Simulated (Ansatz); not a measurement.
## Li2W in the C11b ordering: lattice stability ahead of a resistivity run

Question: is the lattice of Li2W in the C11b ordering stable, and if so, what are its coupling constant and resistivity?

Calculated with Ansatz 0.2.0; DFT PBE, scalar-relativistic, plane waves, PAW.

The structure was built from a prototype and need not be the compound's stable phase.

## 1. The starting structure

It takes space group I4/mmm (No. 139, tetragonal). Conventional cell: a = 3.387 Å, b = 3.387 Å, c = 10.161 Å, α = 90.00°, β = 90.00°, γ = 90.00°. W has 8 Li at 2.93 Å nearest. Nearest to Li lie 4 W at 2.93 Å and 4 Li at 2.93 Å. Farther neighbours are not listed.

Coordinates:

```cif
data_structure
_symmetry_space_group_name_H-M 'P 1'
_symmetry_Int_Tables_number 1
_cell_length_a 3.3871
_cell_length_b 3.3871
_cell_length_c 5.6168
_cell_angle_alpha 72.452
_cell_angle_beta 72.452
_cell_angle_gamma 90.000
_cell_volume 58.29
loop_
_atom_site_label
_atom_site_type_symbol
_atom_site_fract_x
_atom_site_fract_y
_atom_site_fract_z
_atom_site_occupancy
W1 W 0.00000 0.00000 0.00000 1
Li2 Li 0.66667 0.66667 0.66667 1
Li3 Li 0.33333 0.33333 0.33333 1
```

## 2. Rough relaxation

Large forces or a large pressure at the start call for a first relaxation with loose thresholds.

Input file input.yaml:

```yaml
crystal:
  lattice:
    - [3.38707, 0.0, 0.0]
    - [0.0, 3.38707, 0.0]
    - [1.69353, 1.69353, 5.0806]
  atoms:
    - { symbol: W, position: [0.0, 0.0, 0.0] }
    - { symbol: Li, position: [0.66666667, 0.66666667, 0.66666667] }
    - { symbol: Li, position: [0.33333333, 0.33333333, 0.33333333] }
kpoints:
  mp_grid: { grid: [6, 6, 6] }
hamiltonian:
  xc: pbe
scf:
  occupations: { method: gaussian, width: 0.1 }
output:
  forces: true
  stress: true
  eigenvalues: true
relax:
  adjacent_minimum: "off"
  f_tol: 0.05
  max_steps: 80
  cell: { stress_tol: 0.5 }
```

Started as:

```sh
> ansatz run input.yaml --threads 4 --pin off --max-ram 8192MiB --backend cpu --events-out ev --progress --plain --runs-dir out
```

Numbers of over 12 decimals in the logs are rounded to 6 here.

What it wrote:

```text
The last accepted step is kept in <dir> (removed where the run ends without a failure and the disk answers)
Engine: ansatz 0.2.0, aarch64-unknown-linux-gnu
Pseudopotentials: kind: paw
Pseudopotential: W, paw, valence charge 14, recommended cutoff 420 eV (normal), W.paw.azcp
Pseudopotential: Li, paw, valence charge 3, recommended cutoff 420 eV (normal), Li.paw.azcp
Functional definition: PBE
  parameter kappa = 0.804
  parameter beta = 0.066725
  exchange = pbe_x(kappa = kappa, mu = beta*pi^2/3)
  correlation = pbe_c(beta = beta)
Crystal: 3 atoms, lattice volume = 58.286 Å³
Basis set: ecut = 420 eV, 1169 PW (Γ), exchange–correlation on 48×48×80 points (8 copies of the dense FFT grid, shifted against one another)
Bands: 14, of which v1, the nominal top of the filled ones, is band 10 counted from 1 (9 counted from 0)
Symmetry: 16 space group operations
Space group: I4/mmm (ITA 139), of the structure as read, at distance tolerance 3.9e-5 Å
k-points: 30 of 216
Non-local potential: W, projectors of the file, l = 0: 3, l = 1: 2, l = 2: 2, l = 3: 1
Non-local potential: Li, projectors of the file, l = 0: 3, l = 1: 2, l = 2: 1
PAW form: soft (Blöchl's): semilocal exchange-correlation on the pseudo side does not see the compensation charge
PAW one-centre angular grid: W, 590 points (default); XC on 64 Gauss nodes
PAW one-centre angular grid: Li, 110 points (default); XC on 64 Gauss nodes
Initial density: superposition of atomic densities (neutral atoms: chi_scale 0, normalization atom), corrected by the library's trained network
Initial wavefunctions: pseudopotential atomic-orbital guess
Functional: x = pbe(κ = 0.804, μ = 0.219515), c = pbe(β = 0.066725)
SCF iter   1: F=—  HF=-10790.660666 eV  |F-HF|=—  |Δ(HF+E_count)|=         —  Δρ=1.14e-2  dr2=4.07e-2  ethr=1.77e-3  ⟨swp⟩=4.3  Hψ=1896  notcnv=0
preconditioner: auto → Kerker (q_TF=auto, 2.283 Å⁻¹)  [metal: Δε(μ)=0.020 eV  Ē_g=3.205 eV  σ=0.100 eV  W_gap=0.11  n_scr=10 (ndim 8)  ℏωp=13.8 eV  f_vac=0.000  D(μ)=3.31/eV (n_scr^D=32)]
SCF iter   2: F=—  HF=-10790.655240 eV  |F-HF|=—  |Δ(HF+E_count)|=   5.43e-3  Δρ=5.68e-3  dr2=1.03e-2  ethr=2.04e-4  ⟨swp⟩=1.0  Hψ=660  notcnv=0
SCF iter   3: F=—  HF=-10790.653987 eV  |F-HF|=—  |Δ(HF+E_count)|=   1.25e-3  Δρ=7.64e-4  dr2=4.70e-4  ethr=5.16e-5  ⟨swp⟩=1.0  Hψ=418  notcnv=0
SCF iter   4: F=—  HF=-10790.653982 eV  |F-HF|=—  |Δ(HF+E_count)|=   4.96e-6  Δρ=2.66e-4  dr2=6.27e-5  ethr=2.35e-6  ⟨swp⟩=1.8  Hψ=462  notcnv=0
SCF iter   5: F=—  HF=-10790.653966 eV  |F-HF|=—  |Δ(HF+E_count)|=   1.60e-5  Δρ=5.62e-5  dr2=3.48e-6  ethr=3.14e-7  ⟨swp⟩=2.4  Hψ=517  notcnv=0
SCF iter   6: F=-10790.653966 eV  HF=-10790.653966 eV  |F-HF|=1.41e-8  |Δ(HF+E_count)|=   9.80e-9  Δρ=1.25e-5  dr2=9.08e-8  ethr=5.00e-10  ⟨swp⟩=3.7  Hψ=1684  notcnv=0
SCF 1 converged in 6 iterations: F = -10790.653966 eV  dr2 = 9.08e-8
  greatest PAW one-centre occupation: 1.000 electrons in one spin orbital (limit 2), on the Li atom at site 2 (counted from 0), in its partial waves of l = 0
relax step   1: F+E_penalty+E_count = -10790.65396603 eV  Δ(F+E_penalty+E_count) = +0.000e0 eV  max|allowed force component| = 1.628e-1 eV/Å  Δτ_max = 0.0000 Å  P = -13.168 GPa  Ω = 58.286 Å³  (6 SCF iters, dr2 threshold 1.00e-7 eV, accepted)
Crystal: 3 atoms, lattice volume = 52.434 Å³
Basis set: ecut = 420 eV, 1005 PW (Γ), exchange–correlation on 48×48×80 points (8 copies of the dense FFT grid, shifted against one another)
Initial density: handed on by an earlier stage of this run
Initial wavefunctions: those handed on with the density
iter 1 solved again at ethr=4.32e-4 eV; its pass at ethr=3.10e-3 eV (dr2=8.63e-2 eV) is discarded
SCF iter   1: F=—  HF=-10791.317075 eV  |F-HF|=—  |Δ(HF+E_count)|=         —  Δρ=7.76e-3  dr2=8.64e-2  ethr=4.32e-4  ⟨swp⟩=1.0  Hψ=2601  notcnv=0
preconditioner: auto → Kerker (q_TF=auto, 2.323 Å⁻¹)  [metal: Δε(μ)=0.052 eV  Ē_g=3.601 eV  σ=0.100 eV  W_gap=0.28  n_scr=10 (ndim 8)  ℏωp=14.5 eV  f_vac=0.000  D(μ)=2.29/eV (n_scr^D=24)]
SCF iter   2: F=—  HF=-10791.301709 eV  |F-HF|=—  |Δ(HF+E_count)|=   1.54e-2  Δρ=2.77e-3  dr2=9.98e-3  ethr=4.32e-4  ⟨swp⟩=2.0  Hψ=489  notcnv=0
SCF iter   3: F=—  HF=-10791.300214 eV  |F-HF|=—  |Δ(HF+E_count)|=   1.50e-3  Δρ=1.07e-3  dr2=9.98e-4  ethr=4.99e-5  ⟨swp⟩=1.7  Hψ=457  notcnv=0
SCF iter   4: F=—  HF=-10791.300037 eV  |F-HF|=—  |Δ(HF+E_count)|=   1.76e-4  Δρ=1.54e-4  dr2=2.39e-5  ethr=4.99e-6  ⟨swp⟩=2.6  Hψ=665  notcnv=0
SCF iter   5: F=—  HF=-10791.300035 eV  |F-HF|=—  |Δ(HF+E_count)|=   2.19e-6  Δρ=4.51e-5  dr2=1.43e-6  ethr=1.19e-7  ⟨swp⟩=2.0  Hψ=512  notcnv=0
SCF iter   6: F=-10791.300035 eV  HF=-10791.300035 eV  |F-HF|=7.77e-9  |Δ(HF+E_count)|=   2.06e-7  Δρ=7.43e-6  dr2=1.94e-8  ethr=1.50e-9  ⟨swp⟩=5.7  Hψ=1870  notcnv=0
SCF 2 converged in 6 iterations: F = -10791.300035 eV  dr2 = 1.94e-8
relax step   2: F+E_penalty+E_count = -10791.30003501 eV  Δ(F+E_penalty+E_count) = -6.461e-1 eV  max|allowed force component| = 3.087e-1 eV/Å  Δτ_max = 0.0213 Å  P = -11.685 GPa  Ω = 52.434 Å³  energy of the carried Pulay correction = +5.338e-4 eV  (6 SCF iters, dr2 threshold 3.00e-7 eV, accepted)
Crystal: 3 atoms, lattice volume = 47.625 Å³
Basis set: ecut = 420 eV, 941 PW (Γ), exchange–correlation on 48×48×80 points (8 copies of the dense FFT grid, shifted against one another)
iter 1 solved again at ethr=6.72e-4 eV; its pass at ethr=3.10e-3 eV (dr2=1.34e-1 eV) is discarded
SCF iter   1: F=—  HF=-10791.930241 eV  |F-HF|=—  |Δ(HF+E_count)|=         —  Δρ=9.11e-3  dr2=1.34e-1  ethr=6.72e-4  ⟨swp⟩=1.0  Hψ=2859  notcnv=0
preconditioner: auto → Kerker (q_TF=auto, 2.361 Å⁻¹)  [metal: Δε(μ)=0.097 eV  Ē_g=3.990 eV  σ=0.100 eV  W_gap=0.48  n_scr=10 (ndim 8)  ℏωp=15.2 eV  f_vac=0.000  D(μ)=1.51/eV (n_scr^D=10)]
SCF iter   2: F=—  HF=-10791.910330 eV  |F-HF|=—  |Δ(HF+E_count)|=   1.99e-2  Δρ=3.95e-3  dr2=2.49e-2  ethr=6.68e-4  ⟨swp⟩=1.9  Hψ=468  notcnv=0
preconditioner: auto → none  [insulator: Δε(μ)=0.128 eV  Ē_g=3.987 eV  σ=0.100 eV  W_gap=0.60  n_scr=10 (ndim 8)  ℏωp=15.2 eV  f_vac=0.000  D(μ)=1.20/eV (n_scr^D=2)  ε∞_Penn≈15.6]
SCF iter   3: F=—  HF=-10791.904814 eV  |F-HF|=—  |Δ(HF+E_count)|=   5.52e-3  Δρ=8.58e-4  dr2=5.43e-4  ethr=1.25e-4  ⟨swp⟩=1.9  Hψ=504  notcnv=0
SCF iter   4: F=—  HF=-10791.904688 eV  |F-HF|=—  |Δ(HF+E_count)|=   1.26e-4  Δρ=3.42e-4  dr2=2.35e-5  ethr=2.71e-6  ⟨swp⟩=2.6  Hψ=706  notcnv=0
SCF iter   5: F=—  HF=-10791.904710 eV  |F-HF|=—  |Δ(HF+E_count)|=   2.18e-5  Δρ=3.58e-5  dr2=8.19e-7  ethr=1.18e-7  ⟨swp⟩=2.5  Hψ=635  notcnv=0
[...]
relax step  11: F+E_penalty+E_count = -10792.88269738 eV  Δ(F+E_penalty+E_count) = +3.972e-2 eV  max|allowed force component| = 4.450e-2 eV/Å  Δτ_max = 0.0156 Å  P = +3.021 GPa  Ω = 44.642 Å³  energy of the carried Pulay correction = +1.421e-3 eV  (7 SCF iters, dr2 threshold 3.00e-7 eV, rejected (line search))
relax step  12: F+E_penalty+E_count = -10792.92965956 eV  Δ(F+E_penalty+E_count) = -7.244e-3 eV  max|allowed force component| = 1.215e-2 eV/Å  Δτ_max = 0.0089 Å  P = -0.471 GPa  Ω = 45.908 Å³  energy of the carried Pulay correction = +1.260e-3 eV  (6 SCF iters, accepted)
relax step  13: F+E_penalty+E_count = -10792.91238807 eV  Δ(F+E_penalty+E_count) = +1.727e-2 eV  max|allowed force component| = 1.687e-1 eV/Å  Δτ_max = 0.0419 Å  P = +2.235 GPa  Ω = 44.244 Å³  energy of the carried Pulay correction = +1.473e-3 eV  (6 SCF iters, dr2 threshold 3.00e-7 eV, rejected (line search))
relax step  14: F+E_penalty+E_count = -10792.93013525 eV  Δ(F+E_penalty+E_count) = -4.757e-4 eV  max|allowed force component| = 4.206e-3 eV/Å  Δτ_max = 0.0024 Å  P = +0.066 GPa  Ω = 45.651 Å³  energy of the carried Pulay correction = +1.292e-3 eV  (7 SCF iters, accepted)
relax step  15: F+E_penalty+E_count = -10792.98997900 eV  Δ(F+E_penalty+E_count) = -5.984e-2 eV  max|allowed force component| = 1.839e-3 eV/Å  Δτ_max = 0.0000 Å  P = +1.652 GPa  Ω = 45.651 Å³  stress off target by 4.55e0 GPa  SCF on the basis re-selected at this cell (its energy is not comparable with the rows above)  (7 SCF iters)
relax step  16: F+E_penalty+E_count = -10793.00115880 eV  Δ(F+E_penalty+E_count) = -1.118e-2 eV  max|allowed force component| = 6.692e-3 eV/Å  Δτ_max = 0.0065 Å  P = +1.443 GPa  Ω = 45.985 Å³  energy of the carried Pulay correction = -4.432e-5 eV  (6 SCF iters, dr2 threshold 3.00e-7 eV, accepted)
relax step  17: F+E_penalty+E_count = -10793.01455554 eV  Δ(F+E_penalty+E_count) = -1.340e-2 eV  max|allowed force component| = 1.241e-2 eV/Å  Δτ_max = 0.0058 Å  P = +0.960 GPa  Ω = 46.531 Å³  energy of the carried Pulay correction = -1.169e-4 eV  (6 SCF iters, dr2 threshold 3.00e-7 eV, accepted)
relax step  18: F+E_penalty+E_count = -10793.02745662 eV  Δ(F+E_penalty+E_count) = -1.290e-2 eV  max|allowed force component| = 8.567e-3 eV/Å  Δτ_max = 0.0138 Å  P = +0.565 GPa  Ω = 47.291 Å³  energy of the carried Pulay correction = -2.154e-4 eV  (6 SCF iters, dr2 threshold 3.00e-7 eV, accepted)
relax step  19: F+E_penalty+E_count = -10793.03271002 eV  Δ(F+E_penalty+E_count) = -5.253e-3 eV  max|allowed force component| = 1.279e-3 eV/Å  Δτ_max = 0.0162 Å  P = +0.080 GPa  Ω = 48.183 Å³  energy of the carried Pulay correction = -3.299e-4 eV  (6 SCF iters, dr2 threshold 3.00e-7 eV, accepted)
Basis set: ecut = 420 eV, 973 PW (Γ), exchange–correlation on 36×36×100 points (8 copies of the dense FFT grid, shifted against one another)
iter 1 solved again at ethr=9.51e-8 eV; its pass at ethr=3.10e-3 eV (dr2=1.90e-5 eV) is discarded
SCF iter   1: F=—  HF=-10793.032923 eV  |F-HF|=—  |Δ(HF+E_count)|=         —  Δρ=2.70e-4  dr2=1.28e-6  ethr=9.51e-8  ⟨swp⟩=3.0  Hψ=3075  notcnv=0
preconditioner: auto → none  [metal: Δε(μ)=0.046 eV  Ē_g=4.894 eV  σ=0.100 eV  W_gap=0.26  n_scr=4 (ndim 8)  ℏωp=15.1 eV  f_vac=0.000  D(μ)=1.76/eV (n_scr^D=12)]
SCF iter   2: F=—  HF=-10793.033019 eV  |F-HF|=—  |Δ(HF+E_count)|=   9.60e-5  Δρ=1.35e-4  dr2=3.02e-7  ethr=6.38e-9  ⟨swp⟩=2.1  Hψ=668  notcnv=0
SCF iter   3: F=—  HF=-10793.033059 eV  |F-HF|=—  |Δ(HF+E_count)|=   4.04e-5  Δρ=1.63e-5  dr2=1.24e-7  ethr=1.51e-9  ⟨swp⟩=2.1  Hψ=691  notcnv=0
SCF iter   4: F=—  HF=-10793.033060 eV  |F-HF|=—  |Δ(HF+E_count)|=   5.14e-7  Δρ=3.11e-6  dr2=7.06e-9  ethr=6.22e-10  ⟨swp⟩=1.5  Hψ=435  notcnv=0
iter 5 did not close the SCF: its close was put off for the readings that it lacked (scf_convergence_deferred on its scf_iter line)
SCF iter   5: F=-10793.033060 eV  HF=-10793.033060 eV  |F-HF|=7.64e-10  |Δ(HF+E_count)|=   1.55e-8  Δρ=7.81e-7  dr2=9.34e-11  ethr=3.53e-11  ⟨swp⟩=1.3  Hψ=429  notcnv=0
SCF iter   6: F=-10793.033060 eV  HF=-10793.033060 eV  |F-HF|=9.09e-12  |Δ(HF+E_count)|=  7.82e-10  Δρ=1.09e-7  dr2=3.20e-12  ethr=1.00e-12  ⟨swp⟩=1.9  Hψ=1241  notcnv=0
SCF 20 converged in 6 iterations: F = -10793.033060 eV  dr2 = 3.20e-12
relax step  20: F+E_penalty+E_count = -10793.03305971 eV  Δ(F+E_penalty+E_count) = -3.497e-4 eV  max|allowed force component| = 1.452e-3 eV/Å  Δτ_max = 0.0000 Å  P = +0.079 GPa  Ω = 48.183 Å³  stress off target by 1.87e-1 GPa  SCF on the basis re-selected at this cell (its energy is not comparable with the rows above)  (6 SCF iters)
basis re-selected at this cell: Δ(F+E_penalty+E_count) = -3.497e-4 eV, ΔP = -0.001 GPa vs the last step (what re-selecting the basis moved, of the pressure what is left beyond the Pulay correction that the steps carried, after the strain that the cell walked since its last selection, with what the two solves' SCF thresholds leave and, on support functions, any second-order correction that the steps lacked; it is no measure of the basis error at this ecutwfc). The dense FFT grid was sized anew with the basis: this SCF ran on 18×18×50 points, the steps before it on 18×18×48, so part of this shift can come from that change (see relax.cell in the input reference). [rest of the remark cut]
SCF converged after 6 iterations
Free energy (F): -10793.033060 eV
Harris-Foulkes:  -10793.033060 eV  (|F-HF|=9.09e-12)
Internal energy: -10793.024263 eV  (E = F + TS)
E sigma→0 (E₀):  -10793.028661 eV
Entropy (-TS):   -0.008797 eV (-2.932 meV/atom)
Fermi energy:    8.005829 eV
--- Per-component energies (eV) ---
  E_band       = -406.898817
  E_kinetic    = 492.893414
  E_local      = -2123.884047  (includes V_loc(G=0)·N_el)
  E_nonlocal   = -62.866719
  E_hartree    = 850.961024
  E_xc         = -286.637364
  E_vxc        = -264.224147  (∫ρ·V_xc dr)
  E_paw        = -8605.067615  (= ΣΔE_a)
  E_vpaw       = -150.739327  (= ΣTr[D̂ρ^β])
  E_aug_tail   = -0.000026  (compensation charges beyond the density's cutoff)
  E_ewald      = -1058.422930
  E_smearing   = -0.008797  (= −TS)
  E_closure    = 0.000000  (closes the sum)
  Σ components = -10793.033060   (vs F -10793.033060, Δ=0.00e0)
--- Forces (eV/Å), atoms counted from 1 ---
  atom   1  W     -0.00000000     0.00000000     0.00000000
  atom   2  Li    -0.00000000    -0.00000000     0.00145170
  atom   3  Li     0.00000000     0.00000000    -0.00145170
  max |Σ_I F_I| component: 8.67e-19 eV/Å
--- Stress (GPa, compression-positive) ---
        0.025610       0.000000      -0.000000
        0.000000       0.025610      -0.000000
       -0.000000      -0.000000       0.186961
  P = ⅓ Tr σ = 0.0794 GPa (0.794 kbar)
--- Band table (eV; the first three rows and the last of 30) ---
  k-point 0: bands = [... 6 lower, 1.4210, 4.7397, 4.9803, 6.5925, 7.1579, 11.6821, 11.6821, 14.1565]
  k-point 1: bands = [... 6 lower, 1.4249, 4.7397, 5.0051, 6.2906, 7.4988, 11.6825, 11.6825, 13.9957]
  k-point 2: bands = [... 6 lower, 1.4329, 4.7397, 5.0701, 5.9320, 7.9308, 11.6833, 11.6833, 13.5808]
  k-point 29: bands = [... 6 lower, 3.5311, 6.7722, 6.7845, 9.8497, 12.1689, 12.5742, 14.1561, 15.1263]
--- Relaxed structure (18 steps of the walk, 16 accepted, 2 SCFs on fresh bases) ---
  F+E_penalty+E_count = -10793.03305971 eV   max|allowed force component| = 1.452e-3 eV/Å   (the final SCF, on the basis selected at the relaxed cell)
  cell:  # Å, volume = 48.1830 Å³
    - [2.586051, -3.131686513197677e-13, 1.272512533415855e-6]
    - [-3.1316865121242327e-13, 2.586051, 1.272512533336818e-6]
    - [1.293022, 1.293022, 7.204763]
  atoms:
    - { symbol: W, position: [3.414398826137278e-19, 3.4144016753374685e-19, -6.828813431383971e-19] }
    - { symbol: Li, position: [0.658579, 0.658579, 0.682841] }
    - { symbol: Li, position: [0.341421, 0.341421, 0.317159] }
```

Wall time 16 s (4 threads of Arm Neoverse N1, shared host); peak memory 0.35 GiB.

The steps of the relaxation:

| step | energy less that of the first step (eV) | largest force component (eV/Å) | pressure (GPa) | volume (Å³) |
| --- | --- | --- | --- | --- |
| 1 | 0.0000 | 0.1628 | -13.17 | 58.29 |
| 2 | -0.6461 | 0.3087 | -11.69 | 52.43 |
| 3 | -1.2507 | 0.2960 | -9.34 | 47.62 |
| 4 | -1.7376 | 0.1233 | -4.80 | 43.42 |
| 5 | -2.0047 | 0.0941 | 2.57 | 40.21 |
| 6 | -2.1047 | 0.1256 | 2.25 | 41.16 |
| 7 | -2.1802 | 0.0295 | 2.22 | 42.35 |
| 8 | -2.2217 | 0.1236 | 0.09 | 43.95 |
| 9 | -2.2443 | 0.0650 | 0.58 | 44.90 |
| 10 | -2.2684 | 0.1112 | -0.03 | 45.74 |
| 11 | -2.2287 | 0.0445 | 3.02 | 44.64 |
| 12 | -2.2757 | 0.0121 | -0.47 | 45.91 |
| 13 | -2.2584 | 0.1687 | 2.23 | 44.24 |
| 14 | -2.2762 | 0.0042 | 0.07 | 45.65 |
| 15* | -2.3360 | 0.0018 | 1.65 | 45.65 |
| 16 | -2.3472 | 0.0067 | 1.44 | 45.98 |
| 17 | -2.3606 | 0.0124 | 0.96 | 46.53 |
| 18 | -2.3735 | 0.0086 | 0.57 | 47.29 |
| 19 | -2.3787 | 0.0013 | 0.08 | 48.18 |
| 20* | -2.3791 | 0.0015 | 0.08 | 48.18 |

Relaxation steps marked * repeat the geometry before them on a plane-wave basis chosen anew for their cell, so energy and pressure can jump there. Relaxation steps 11, 13 were tried and not accepted.

The run keeps the 16 symmetry operations that it works with, so distortions that break them were not tested.

| cell as run | before | after | change |
| --- | --- | --- | --- |
| a (Å) | 3.387 | 2.586 | -23.6 % |
| b (Å) | 3.387 | 2.586 | -23.6 % |
| c (Å) | 5.617 | 7.433 | +32.3 % |
| α (°) | 72.45 | 79.98 | +10.4 % |
| β (°) | 72.45 | 79.98 | +10.4 % |
| volume (Å³/atom) | 19.43 | 16.06 | -17.3 % |

The atoms that moved most (Å, as changes of fractional coordinates times the final cell):

| atom | dx | dy | dz | length |
| --- | --- | --- | --- | --- |
| Li2 | 0.000 | 0.000 | 0.117 | 0.117 |
| Li3 | 0.000 | 0.000 | -0.117 | 0.117 |

The relaxed structure:

```
W Li
1.0
     2.58605    0.00000    0.00000
     0.00000    2.58605    0.00000
     1.29302    1.29302    7.20476
W Li
1 2
Direct
  0.00000 0.00000 0.00000
  0.65858 0.65858 0.68284
  0.34142 0.34142 0.31716
```

Numbers from this step:

```
pressure          : 0.07939 GPa
volume per atom   : 16.06 Å³
metallic on mesh  : yes
gap on the k-mesh : 0 eV
```

The largest force is now 0.0015 eV/Å and the largest stress component 0.19 GPa.

(Part 1 of 3 ends here.)

[Logs are printed without paths, hosts, clocks, repeated set-up lines and the standing remarks that a program may print on its own settings, such as how far it seeks lower states.]

[Hosts, paths, dates, database ids (printed as entryN), source tags and the programs' standing remarks are cut or masked in the printed files.]
